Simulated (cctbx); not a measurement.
## Diagnosing a refinement

Cell a = 10.0580 Å, b = 10.0580 Å, c = 14.2740 Å, α = 90.00°, β = 90.00°, γ = 90.00°; space group I4/m (no. 87). The compound is K8GdTlRe2Te4.

Simulated single-crystal data (cctbx): Mo Kα, λ = 0.71073 Å, to d = 0.8 Å, 80 % of the full sphere, strongest reflection 5000 counts, noise from counting, a 2 % proportional error and a noise floor of 4 counts (s.d.); no absorption, and some extinction, which the refinements don't model.

An anisotropic refinement with weights 1/σ² prints:

```text
Rint 0.029, 100 unique reflections to 1.63 A
cycle     R1     wR2    GooF  max shift (A)
   1  0.0193  0.0420   1.897   0.00933
   2  0.0156  0.0337   1.526   0.00000
final R1 0.0156 wR2 0.0337 GooF 1.526  parameters 22  data/parameter 4.5
atom        x        y        z      Ueq    occ   su(xyz)  su(Uiso or U11)
Tl1    0.50000  0.50000  0.00000   0.0046  1.000  0.00000  0.0017
Re1    0.50000  0.50000  0.26887   0.0058  1.000  0.00013  0.0015
Gd1    0.00000  0.00000  0.00000   0.0060  1.000  0.00000  0.0021
Te1    0.32133  0.15421  0.00000   0.0088  1.000  0.00022  0.0022
K1     0.34622  0.13633  0.34079   0.0073  1.000  0.00048  0.0043  NPD
difference map: max 0.32 min -0.45 rms 0.10
Q1    0.0000  0.5000  0.2500    4    0.32  2.44 A from K1
Q2    0.0792  0.7347  0.0976   16    0.26  1.68 A from Te1
Q3    0.0091  0.8711  0.4084   16    0.25  1.84 A from Tl1
Q4    0.1147  0.2230  0.5000    8    0.24  1.39 A from Te1
Q5    0.0564  0.5909  0.4262   16    0.23  1.59 A from K1
Q6    0.0933  0.1247  0.1030   16    0.23  2.15 A from Gd1
```

**Question.** Can this result stand? If not, what is the likely fault?

Mend it. The fault: data cut at low resolution. Against the right model at the same level, R1 goes from 0.0166 to 0.0156 and GooF from 1.09 to 1.53 and K1 goes non-positive-definite. The atoms are right, but there are too few data for the parameters: R1 flatters and the s.u.s grow. Data per parameter fall from 35.5 to 4.5.

The compound is K8GdTlRe2Te4. The right model at the same level gives:

```text
Rint 0.043, 780 unique reflections to 0.80 A
cycle     R1     wR2    GooF  max shift (A)
   1  0.0286  0.0593   1.867   0.00100
   2  0.0166  0.0346   1.087   0.00000
final R1 0.0166 wR2 0.0346 GooF 1.087  parameters 22  data/parameter 35.5
atom        x        y        z      Ueq    occ   su(xyz)  su(Uiso or U11)
Tl1    0.50000  0.50000  0.00000   0.0068  1.000  0.00000  0.0001
Re1    0.50000  0.50000  0.26895   0.0082  1.000  0.00002  0.0001
Gd1    0.00000  0.00000  0.00000   0.0081  1.000  0.00000  0.0002
Te1    0.32148  0.15393  0.00000   0.0122  1.000  0.00005  0.0002
K1     0.34630  0.13585  0.34022   0.0103  1.000  0.00010  0.0005
difference map: max 0.74 min -1.39 rms 0.23
Q1    0.0657  0.2873  0.0000    8    0.78  2.24 A from Te1
Q2    0.0863  0.3845  0.3149   16    0.77  2.30 A from K1
Q3    0.0289  0.3737  0.5000    8    0.75  1.53 A from Te1
Q4    0.0918  0.1118  0.1163   16    0.73  2.19 A from Re1
Q5    0.0093  0.5756  0.5000    8    0.71  2.05 A from Te1
Q6    0.1710  0.8010  0.1035   16    0.70  1.93 A from Te1
```

Isotropic U is held between 0.0001 and 1 Å² by the program, and listed peak heights are interpolated, so they can pass the grid's maximum.

The model is made up (kin elements in a known structure type, no relaxation), so it says nothing on whether the phase exists.

[Middle refinement cycles are left out of these outputs.]

[Logs are printed without paths, hosts, clocks, repeated set-up lines and the standing remarks that a program may print on its own settings, such as how far it seeks lower states.]
